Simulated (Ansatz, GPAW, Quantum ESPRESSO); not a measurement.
# Simulated XPS, UPS and emission spectra of TiTe2, part 3 of 10

Wanted: projected DOS of TiTe2, weighted into photoemission and X-ray emission spectra, at several levels of theory.

From the literature, measured:
- Band energy, bonding Te 5pxy band along Gamma-A, energy below the Fermi level (non-dispersive, spin-orbit split peak): 1.7 eV (angle-resolved photoemission at normal emission, photon energies 11.5-33 eV; cleaved single crystal; weak peak, vanishing in the middle of the final-state energy range; spin-orbit split, but a single approximate energy is given for the pair). “Three-dimensional band structure of layered TiTe2: Photoemission final-state effects”, 2006, arxiv:cond-mat/0604285.

Ansatz 0.2.0, Quantum ESPRESSO 7.5 and GPAW 26.7.0; DFT, PBE, plane-wave PAW, default files, scalar-relativistic (the session's first sound run).

So far. Step 2 (The base run): At the Fermi level the DOS is 1.43 states/eV a cell, and on the broadened curves Ti 3d holds 69 % of the total there.

**4. With a Hubbard U**

This step: DFT, PBE+U, plane-wave PAW, default files, scalar-relativistic (Ansatz 0.2.0).

Semilocal functionals spread d and f electrons too much; a Hubbard U localises them.

File input.yaml:

```yaml
crystal:
  lattice:
    - [3.777, 0.0, 0.0]
    - [-1.8885, 3.2709779501, 0.0]
    - [0.0, 0.0, 6.498]
  atoms:
    - { symbol: Te, position: [0.3333333333, 0.6666666667, 0.7372] }
    - { symbol: Te, position: [0.6666666667, 0.3333333333, 0.2628] }
    - { symbol: Ti, position: [0.0, 0.0, 0.0] }
kpoints:
  mp_grid: { grid: [12, 12, 4] }
  band_path:
    path:
      - [[0.0, 0.0, 0.0], [0.5, 0.0, 0.0], [0.333333, 0.333333, 0.0], [0.0, 0.0, 0.0], [0.0, 0.0, 0.5], [0.5, 0.0, 0.5], [0.333333, 0.333333, 0.5], [0.0, 0.0, 0.5]]
      - [[0.5, 0.0, 0.5], [0.5, 0.0, 0.0]]
      - [[0.333333, 0.333333, 0.5], [0.333333, 0.333333, 0.0]]
    npoints: 10
scf:
  occupations: { method: fermi_dirac, width: 0.02 }
  n_extra_bands: 10
hamiltonian:
  xc: pbe
  pseudopotentials: { kind: paw }
  hubbard: [{ species: Ti, l: d, u_eff: 4 }]
output:
  forces: true
  stress: true
  dos:
    projected: true
    de: 0.05
    e_range: [-30, 12]
    nscf_kmesh: { grid: [18, 18, 8] }
  fatbands: true
```

On the command line:

```bash
ansatz run input.yaml --threads 2 --pin off --max-ram 6144MiB --backend cpu --events-out ev --progress --plain --runs-dir out
```

Numbers of over 12 decimals in the logs are rounded to 6 here.

The log of the run:

```text
Te: projections on atomic orbitals take those of the free atom [Kr] 4d10 5s2 5p4, of charge +0.00 (hamiltonian.pseudopotentials.projection_atoms); the dataset's partial waves leave at most 7.8e-6 of an orbital's norm unspanned inside its sphere
Ti: projections on atomic orbitals take those of the free atom [Ne] 3s2 3p6 3d2 4s2, of charge +0.00 (hamiltonian.pseudopotentials.projection_atoms); the dataset's partial waves leave at most 4.1e-7 of an orbital's norm unspanned inside its sphere
[...]
Crystal: 3 atoms, lattice volume = 80.279 Å³
Basis set: ecut = 420 eV, 1581 PW (Γ), exchange–correlation on 54×54×90 points (8 copies of the dense FFT grid, shifted against one another)
Bands: 32, of which v1, the nominal top of the filled ones, is band 22 counted from 1 (21 counted from 0)
Symmetry: 12 space group operations
[...]
k-points: 69 of 576
[...]
SCF iter   1: F=—  HF=-16458.478471 eV  |F-HF|=—  |Δ(HF+E_count)|=         —  Δρ=5.37e-2  dr2=8.74e0  ethr=3.10e-3  ⟨swp⟩=6.1  Hψ=10711  notcnv=0  defer=2
[...]
SCF iter  11: F=-16457.954772 eV  HF=-16457.954772 eV  |F-HF|=1.09e-8  |Δ(HF+E_count)|=   7.50e-8  Δρ=2.91e-6  dr2=1.24e-8  ethr=2.27e-10  ⟨swp⟩=11.1  Hψ=11580  notcnv=0
SCF 1 converged in 11 iterations: F = -16457.954772 eV  dr2 = 1.24e-8
[...]
SCF converged after 11 iterations
Free energy (F): -16457.954772 eV
[...]
Internal energy: -16457.953359 eV  (E = F + TS)
E sigma→0 (E₀):  -16457.954065 eV
Entropy (-TS):   -0.001413 eV (-0.471 meV/atom)
Fermi energy:    10.926468 eV
[...]
--- Forces (eV/Å), atoms counted from 1 ---
  atom   1  Te    -0.00000000    -0.00000000    -0.10762287
  atom   2  Te     0.00000000     0.00000000     0.10762287
  atom   3  Ti     0.00000000     0.00000000     0.00000000
  max |Σ_I F_I| component: 2.78e-17 eV/Å
--- Stress (GPa, compression-positive) ---
        5.235781      -0.000000       0.000000
       -0.000000       5.235781       0.000000
        0.000000       0.000000       3.917499
  P = ⅓ Tr σ = 4.7964 GPa (47.964 kbar)
--- Band table (eV; the first three rows and the last of 69) ---
  k-point 0: bands = [... 18 lower, 8.5240, 10.9505, 11.2805, 11.2805, 11.4382, 11.4382, 11.5561, 13.3129, ... 6 higher]
  k-point 1: bands = [... 18 lower, 8.5512, 9.5151, 11.2359, 11.2359, 11.3302, 11.3302, 11.9727, 13.5129, ... 6 higher]
  k-point 2: bands = [... 18 lower, 8.5796, 8.5796, 11.1337, 11.1337, 11.2959, 11.2959, 12.0820, 13.7033, ... 6 higher]
  k-point 68: bands = [... 18 lower, 6.6389, 7.1309, 8.4967, 8.4967, 12.0048, 12.0048, 12.1405, 12.9708, ... 6 higher]
Occupation matrices written to <dir>
```

Elapsed: 23 s, on 2 threads of Arm Neoverse V1, shared host; peak memory 0.78 GiB; 46 s of CPU time.

This step gave:

| Quantity | Value |
| --- | --- |
| free energy | -16457.9548 eV |
| energy at zero smearing | -16457.9541 eV |
| smearing term TS | 0.001413 eV |
| Fermi energy | 10.93 eV |
| pressure | 4.796 GPa |
| share of occupied states in no projected shell | 0.0124 of the occupied states in the window |
| DOS at the Fermi level | 0.691 states/eV/cell |

The electronic bands at the labelled points (eV, zero at the Fermi level; # counts the bands kept):

| point | #5 | #6 | #7 | #8 | #9 | #10 | #11 | #12 |
| --- | --- | --- | --- | --- | --- | --- | --- | --- |
| Γ | -2.42 | 0.01 | 0.34 | 0.34 | 0.49 | 0.49 | 0.61 | 2.37 |
| halfway | -3.01 | -2.45 | -1.10 | -1.09 | 0.27 | 1.20 | 1.22 | 2.04 |
| M | -3.32 | -2.88 | -2.54 | -1.74 | 0.04 | 1.13 | 1.43 | 1.65 |
| halfway | -3.30 | -3.11 | -2.79 | -2.63 | 0.74 | 0.96 | 1.45 | 1.53 |
| K | -4.23 | -2.99 | -2.89 | -2.89 | 1.03 | 1.03 | 1.18 | 1.40 |
| halfway | -3.35 | -2.63 | -2.18 | -1.04 | 0.61 | 1.27 | 1.29 | 1.40 |
| Γ | -2.42 | 0.01 | 0.34 | 0.34 | 0.49 | 0.49 | 0.61 | 2.37 |
| halfway | -2.39 | -1.43 | 0.29 | 0.29 | 0.39 | 0.39 | 1.03 | 2.57 |
| A | -2.36 | -2.36 | 0.19 | 0.19 | 0.35 | 0.35 | 1.14 | 2.76 |
| halfway | -2.55 | -2.50 | -1.99 | -0.95 | 0.32 | 1.01 | 1.32 | 1.85 |
| L | -3.03 | -2.77 | -1.59 | -1.24 | -0.10 | 1.04 | 1.49 | 1.90 |
| halfway | -3.19 | -3.15 | -2.41 | -1.99 | 0.49 | 1.18 | 1.41 | 1.54 |
| H | -4.30 | -3.81 | -2.45 | -2.45 | 1.06 | 1.06 | 1.20 | 2.03 |
| halfway | -2.65 | -2.31 | -2.02 | -2.00 | 0.74 | 0.88 | 1.18 | 1.53 |
| A | -2.36 | -2.36 | 0.19 | 0.19 | 0.35 | 0.35 | 1.14 | 2.76 |
| jump to L | -3.03 | -2.77 | -1.59 | -1.24 | -0.10 | 1.04 | 1.49 | 1.90 |
| halfway | -3.20 | -2.67 | -2.18 | -1.48 | 0.00 | 1.10 | 1.51 | 1.97 |
| M | -3.32 | -2.88 | -2.54 | -1.74 | 0.04 | 1.13 | 1.43 | 1.65 |
| jump to H | -4.30 | -3.81 | -2.45 | -2.45 | 1.06 | 1.06 | 1.20 | 2.03 |
| halfway | -4.43 | -3.33 | -2.65 | -2.65 | 1.05 | 1.05 | 1.19 | 1.65 |
| K | -4.23 | -2.99 | -2.89 | -2.89 | 1.03 | 1.03 | 1.18 | 1.40 |

Of the projections kept (Te s, Te p, Ti s, Ti d, not projected), the largest for each band there; the rest of the weight can lie on other orbitals:

| point | #5 | #6 | #7 | #8 | #9 | #10 | #11 | #12 |
| --- | --- | --- | --- | --- | --- | --- | --- | --- |
| Γ | Ti d 0.63 | Te p 0.98 | Ti d 0.96 | Ti d 0.96 | Te p 0.98 | Te p 0.98 | Ti d 0.90 | Te p 0.60 |
| M | Te p 0.96 | Te p 0.56 | Ti d 0.57 | Te p 0.97 | Ti d 0.88 | Ti d 0.96 | Ti d 0.58 | Ti d 0.84 |
| K | Te p 0.77 | Te p 0.96 | Te p 0.77 | Te p 0.77 | Ti d 0.67 | Ti d 0.67 | Ti d 0.91 | Ti d 0.85 |
| Γ | Ti d 0.63 | Te p 0.98 | Ti d 0.96 | Ti d 0.96 | Te p 0.98 | Te p 0.98 | Ti d 0.90 | Te p 0.60 |
| A | Ti d 0.65 | Ti d 0.65 | Te p 0.99 | Te p 0.99 | Ti d 0.97 | Ti d 0.97 | Ti d 0.82 | Te p 0.64 |
| L | Te p 0.60 | Te p 0.50 | Te p 0.93 | Te p 0.95 | Ti d 0.91 | Ti d 0.89 | Ti d 0.91 | Ti d 0.59 |

The DOS has structure finer than the step of the table below, so its rows give means over 1 eV, whole bins alone (the curve runs from -14.5 to 6.62 eV). Peaks (eV: height): total -11.0: 6.20, -2.5: 5.46, 1.0: 8.57, 1.3: 7.46; Te 5p -4.7: 2.91, -3.2: 2.53, -2.7: 3.04, 1.9: 1.72; Ti 3d -2.5: 2.25, 0.5: 3.61, 1.1: 6.74, 1.3: 5.69; Te 5s -11.0: 5.59; Ti 4s -12.5: 0.213, -4.9: 0.303, 4.5: 0.328, 6.2: 0.278.

* holds the states left over by the projection beside any projected weight of its own. The DOS by E, zero at the Fermi level; means over each step; values in states/eV/cell:

| E (eV) | total | Te 5p | Ti 3d | Te 5s | Ti 4s | Ti 4p* |
| --- | --- | --- | --- | --- | --- | --- |
| -13 | 0.197 | 0.00473 | 2.4e-4 | 0.125 | 0.0667 | 1.8e-4 |
| -12 | 1.19 | 0.0584 | 0.0188 | 0.930 | 0.175 | 0.00470 |
| -11 | 2.62 | 0.0655 | 0.142 | 2.33 | 0.0623 | 0.0128 |
| -10 | 0 | 0 | 0 | 0 | 0 | 0 |
| -9 | 0 | 0 | 0 | 0 | 0 | 0 |
| -8 | 0 | 0 | 0 | 0 | 0 | 0 |
| -7 | 0 | 0 | 0 | 0 | 0 | 0 |
| -6 | 0.0600 | 0.0458 | 0.00463 | 0.00155 | 0.00778 | 3.0e-4 |
| -5 | 2.25 | 1.78 | 0.188 | 0.0639 | 0.192 | 0.0243 |
| -4 | 1.79 | 1.38 | 0.221 | 0.0769 | 0.0848 | 0.0279 |
| -3 | 3.71 | 2.45 | 1.07 | 0.0767 | 0.0478 | 0.0696 |
| -2 | 2.85 | 1.97 | 0.723 | 0.0732 | 0.0205 | 0.0655 |
| -1 | 1.11 | 0.831 | 0.225 | 0.0187 | 0.00431 | 0.0291 |
| 0 | 1.17 | 0.234 | 0.886 | 0.0139 | 0.00628 | 0.0339 |
| 1 | 5.09 | 0.847 | 4.00 | 0.0613 | 0.0663 | 0.109 |
| 2 | 3.87 | 1.41 | 2.24 | 0.0498 | 0.0372 | 0.137 |
| 3 | 0.106 | 0.0486 | 0.0402 | 0.00151 | 0.00523 | 0.0107 |
| 4 | 0.847 | 0.104 | 0.0288 | 0.0157 | 0.199 | 0.498 |
| 5 | 1.82 | 0.155 | 0.0433 | 0.0282 | 0.272 | 1.32 |
| 6 | 2.43 | 0.139 | 0.0388 | 0.0455 | 0.222 | 1.98 |

Maxima picked by a test of local sharpness, so broad peaks and shoulders can be missing; peaks within 0.45 eV of a curve's cut are left out. Valence peaks, by row:

| photon energy (eV) | binding energy (eV) | height (% of the maximum within 13 eV) | main shell | its share (%) |
| --- | --- | --- | --- | --- |
| 21.2 | 4.65 | 60.42 | Te 5p | 91.33 |
| 21.2 | 2.55 | 100 | Te 5p | 68.68 |
| 40.8 | 11.1 | 11.92 | Ti 3d | 52.69 |
| 40.8 | 4.6 | 26.74 | Ti 3d | 51.04 |
| 40.8 | 2.55 | 100 | Ti 3d | 84.08 |
| 1487 | 11.15 | 100 | Te 5s | 96.38 |
| 1487 | 4.65 | 74.36 | Te 5p | 90.51 |
| 1487 | 2.6 | 94.17 | Te 5p | 89.49 |
| 5415 | 11.15 | 100 | Te 5s | 97.85 |
| 5415 | 4.65 | 50.42 | Te 5p | 88.87 |
| 5415 | 2.6 | 61.23 | Te 5p | 91.64 |

Spectra as before, but with a recipe of its own (widths, and in some runs the light), which changes peak heights and what is resolved: Gaussian 0.1 eV, Lorentzian 0.1 eV plus 0.05 times the binding energy, linear light, analyser at 0°, Fermi edge at 20 K; some photon energies differ too.

The two runs compared:

| quantity | this run | base run | difference |
| --- | --- | --- | --- |
| DOS at the Fermi level (states/eV/cell) | 0.691 | 1.4347 | -0.744 |

**5. With PBEsol**

This step: DFT, PBEsol, plane-wave PAW, default files, scalar-relativistic (Ansatz 0.2.0).

The run is repeated with PBEsol on the same cell, to see how much the levels hang on the functional.

input.yaml, as its differences from that of step 4:

```diff
@@ -21,5 +21,4 @@
 hamiltonian:
-  xc: pbe
+  xc: pbesol
   pseudopotentials: { kind: paw }
-  hubbard: [{ species: Ti, l: d, u_eff: 4 }]
 output:
```

The log of the run:

```text
[...]
Crystal: 3 atoms, lattice volume = 80.279 Å³
Basis set: ecut = 420 eV, 1581 PW (Γ), exchange–correlation on 54×54×90 points (8 copies of the dense FFT grid, shifted against one another)
Bands: 32, of which v1, the nominal top of the filled ones, is band 22 counted from 1 (21 counted from 0)
Symmetry: 12 space group operations
[...]
k-points: 69 of 576
[...]
SCF iter   1: F=—  HF=-16279.064490 eV  |F-HF|=—  |Δ(HF+E_count)|=         —  Δρ=6.68e-3  dr2=5.40e-2  ethr=1.77e-3  ⟨swp⟩=6.2  Hψ=10276  notcnv=0  defer=1
[...]
SCF iter   7: F=-16279.056559 eV  HF=-16279.056559 eV  |F-HF|=1.59e-9  |Δ(HF+E_count)|=   9.25e-9  Δρ=2.49e-6  dr2=2.46e-9  ethr=2.27e-10  ⟨swp⟩=9.9  Hψ=10300  notcnv=0
SCF 1 converged in 7 iterations: F = -16279.056559 eV  dr2 = 2.46e-9
[...]
SCF converged after 7 iterations
Free energy (F): -16279.056559 eV
[...]
Internal energy: -16279.054435 eV  (E = F + TS)
E sigma→0 (E₀):  -16279.055497 eV
Entropy (-TS):   -0.002124 eV (-0.708 meV/atom)
Fermi energy:    10.182794 eV
[...]
--- Forces (eV/Å), atoms counted from 1 ---
  atom   1  Te     0.00000000    -0.00000000     0.12041518
  atom   2  Te    -0.00000000     0.00000000    -0.12041518
  atom   3  Ti     0.00000000     0.00000000     0.00000000
  max |Σ_I F_I| component: 1.16e-18 eV/Å
--- Stress (GPa, compression-positive) ---
       -2.553987       0.000000      -0.000000
       -0.000000      -2.553987       0.000000
       -0.000000       0.000000      -1.814594
  P = ⅓ Tr σ = -2.3075 GPa (-23.075 kbar)
--- Band table (eV; the first three rows and the last of 69) ---
  k-point 0: bands = [... 18 lower, 8.4638, 10.4643, 10.5284, 10.5284, 10.7120, 11.2089, 11.2089, 13.2076, ... 6 higher]
  k-point 1: bands = [... 18 lower, 8.4990, 9.1003, 10.5223, 10.5223, 11.0413, 11.0413, 11.0714, 13.4301, ... 6 higher]
  k-point 2: bands = [... 18 lower, 8.5364, 8.5364, 10.5171, 10.5171, 10.8909, 10.8909, 11.1422, 13.6420, ... 6 higher]
  k-point 68: bands = [... 18 lower, 6.4327, 6.8970, 8.4377, 8.4377, 11.1023, 11.1165, 11.1165, 13.1461, ... 6 higher]
```

It took 20 s on 2 threads; peak memory 0.56 GiB.

Numbers from this step:

* free energy: -16279.0566 eV
* energy at zero smearing: -16279.0555 eV
* smearing term TS: 0.002124 eV
* Fermi energy: 10.18 eV
* pressure: -2.308 GPa
* share of occupied states in no projected shell: 0.0119 of the occupied states in the window
* DOS at the Fermi level: 1.458 states/eV/cell

The electronic bands at the labelled points (eV, zero at the Fermi level; # counts the bands kept):

| point | #5 | #6 | #7 | #8 | #9 | #10 | #11 | #12 |
| --- | --- | --- | --- | --- | --- | --- | --- | --- |
| Γ | -1.69 | 0.31 | 0.37 | 0.37 | 0.56 | 1.05 | 1.05 | 3.05 |
| halfway | -2.39 | -1.65 | -0.68 | -0.60 | 0.16 | 1.15 | 1.22 | 2.90 |
| M | -2.75 | -2.43 | -1.76 | -1.16 | -0.01 | 1.12 | 1.45 | 2.39 |
| halfway | -2.70 | -2.62 | -2.31 | -1.99 | 0.75 | 1.19 | 1.40 | 2.37 |
| K | -3.70 | -2.39 | -2.37 | -2.37 | 0.94 | 1.40 | 1.40 | 2.06 |
| halfway | -2.80 | -1.95 | -1.51 | -0.69 | 0.39 | 1.27 | 1.44 | 2.19 |
| Γ | -1.69 | 0.31 | 0.37 | 0.37 | 0.56 | 1.05 | 1.05 | 3.05 |
| halfway | -1.66 | -1.05 | 0.37 | 0.37 | 0.89 | 0.89 | 0.92 | 3.27 |
| A | -1.62 | -1.62 | 0.36 | 0.36 | 0.74 | 0.74 | 0.99 | 3.49 |
| halfway | -2.21 | -1.69 | -1.47 | -0.61 | 0.24 | 1.39 | 1.55 | 2.22 |
| L | -2.43 | -2.04 | -1.00 | -0.63 | -0.31 | 1.12 | 1.43 | 2.60 |
| halfway | -2.65 | -2.57 | -1.74 | -1.34 | 0.36 | 1.15 | 1.29 | 2.38 |
| H | -3.72 | -3.26 | -1.72 | -1.72 | 0.95 | 0.96 | 0.96 | 2.99 |
| halfway | -2.19 | -1.70 | -1.60 | -1.44 | 0.62 | 1.01 | 1.63 | 2.22 |
| A | -1.62 | -1.62 | 0.36 | 0.36 | 0.74 | 0.74 | 0.99 | 3.49 |
| jump to L | -2.43 | -2.04 | -1.00 | -0.63 | -0.31 | 1.12 | 1.43 | 2.60 |
| halfway | -2.61 | -1.93 | -1.70 | -0.87 | -0.08 | 1.12 | 1.44 | 2.78 |
| M | -2.75 | -2.43 | -1.76 | -1.16 | -0.01 | 1.12 | 1.45 | 2.39 |
| jump to H | -3.72 | -3.26 | -1.72 | -1.72 | 0.95 | 0.96 | 0.96 | 2.99 |
| halfway | -3.93 | -2.75 | -2.02 | -2.02 | 0.94 | 1.15 | 1.15 | 2.50 |
| K | -3.70 | -2.39 | -2.37 | -2.37 | 0.94 | 1.40 | 1.40 | 2.06 |

Of the projections kept (Te s, Te p, Ti s, Ti d, not projected), the largest for each band there; the rest of the weight can lie on other orbitals:

| point | #5 | #6 | #7 | #8 | #9 | #10 | #11 | #12 |
| --- | --- | --- | --- | --- | --- | --- | --- | --- |
| Γ | Ti d 0.58 | Ti d 0.88 | Ti d 0.98 | Ti d 0.98 | Te p 0.98 | Te p 0.98 | Te p 0.98 | Te p 0.58 |
| M | Te p 0.96 | Te p 0.54 | Ti d 0.51 | Te p 0.97 | Ti d 0.79 | Ti d 1.00 | Ti d 0.90 | Ti d 0.52 |
| K | Te p 0.77 | Te p 0.97 | Te p 0.75 | Te p 0.75 | Ti d 0.91 | Ti d 0.79 | Ti d 0.79 | Ti d 0.70 |
| Γ | Ti d 0.58 | Ti d 0.88 | Ti d 0.98 | Ti d 0.98 | Te p 0.98 | Te p 0.98 | Te p 0.98 | Te p 0.58 |
| A | Ti d 0.61 | Ti d 0.61 | Ti d 0.98 | Ti d 0.98 | Te p 0.99 | Te p 0.99 | Ti d 0.74 | Te p 0.61 |
| L | Te p 0.62 | Te p 0.56 | Te p 0.94 | Te p 0.96 | Ti d 0.87 | Ti d 1.00 | Ti d 0.91 | Ti d 0.54 |

The DOS has structure finer than the step of the table below, so its rows give means over 1 eV, whole bins alone (the curve runs from -13.9 to 7.28 eV). Peaks (eV: height): total -10.4: 6.69, -1.6: 5.12, 0.5: 3.56, 1.2: 10.1; Te 5p -4.1: 2.82, -2.5: 2.44, -1.8: 3.08, 1.2: 1.64; Ti 3d -1.6: 1.99, 0.5: 2.85, 1.2: 8.26, 2.4: 1.89; Te 5s -10.4: 6.11; Ti 4s -11.9: 0.201, -4.3: 0.261, 5.2: 0.315, 6.8: 0.285.

* holds the states left over by the projection beside any projected weight of its own. The DOS by E, zero at the Fermi level; means over each step; values in states/eV/cell:

| E (eV) | total | Te 5p | Ti 3d | Te 5s | Ti 4s | Ti 4p* |
| --- | --- | --- | --- | --- | --- | --- |
| -13 | 0.00109 | 5.4e-6 | 0 | 6.8e-4 | 4.0e-4 | 0 |
| -12 | 0.578 | 0.0212 | 0.00238 | 0.404 | 0.149 | 0.00144 |
| -11 | 2.60 | 0.0892 | 0.100 | 2.26 | 0.138 | 0.0124 |
| -10 | 0.818 | 0.0119 | 0.0499 | 0.744 | 0.00840 | 0.00363 |
| -9 | 0 | 0 | 0 | 0 | 0 | 0 |
| -8 | 0 | 0 | 0 | 0 | 0 | 0 |
| -7 | 0 | 0 | 0 | 0 | 0 | 0 |
| -6 | 0 | 0 | 0 | 0 | 0 | 0 |
| -5 | 0.729 | 0.545 | 0.0761 | 0.0173 | 0.0854 | 0.00501 |
| -4 | 2.56 | 2.03 | 0.277 | 0.0794 | 0.137 | 0.0305 |
| -3 | 2.05 | 1.54 | 0.338 | 0.0624 | 0.0680 | 0.0425 |
| -2 | 4.01 | 2.56 | 1.28 | 0.0677 | 0.0306 | 0.0711 |
| -1 | 2.16 | 1.52 | 0.534 | 0.0405 | 0.0128 | 0.0537 |
| 0 | 1.70 | 0.429 | 1.19 | 0.0204 | 0.0117 | 0.0459 |
| 1 | 4.33 | 0.806 | 3.40 | 0.0253 | 0.0483 | 0.0553 |
| 2 | 1.84 | 0.535 | 1.15 | 0.0418 | 0.0276 | 0.0891 |
| 3 | 2.61 | 1.06 | 1.31 | 0.0546 | 0.0366 | 0.147 |
| 4 | 0.189 | 0.0218 | 0.0124 | 0.00339 | 0.0426 | 0.109 |
| 5 | 1.33 | 0.140 | 0.0514 | 0.0263 | 0.268 | 0.840 |
| 6 | 2.15 | 0.145 | 0.0505 | 0.0342 | 0.256 | 1.67 |

The two runs compared:

| quantity | this run | base run | difference |
| --- | --- | --- | --- |
| DOS at the Fermi level (states/eV/cell) | 1.458 | 1.4347 | 0.0233 |

[end of part 3 of 10]

[Logs are printed without paths, hosts, clocks, repeated set-up lines and the standing remarks that a program may print on its own settings, such as how far it seeks lower states.]

[Hosts, paths, dates, database ids (printed as entryN), source tags and the programs' standing remarks are cut or masked in the printed files.]

[Maps of the electrostatic potential energy from Ansatz leave out the sawtooth potential of an applied field or a dipole correction, so their vacuum need not be flat; work functions include it.]

[Peak lists hold at most the 14 tallest peaks of each spectrum; further lines can be left out.]
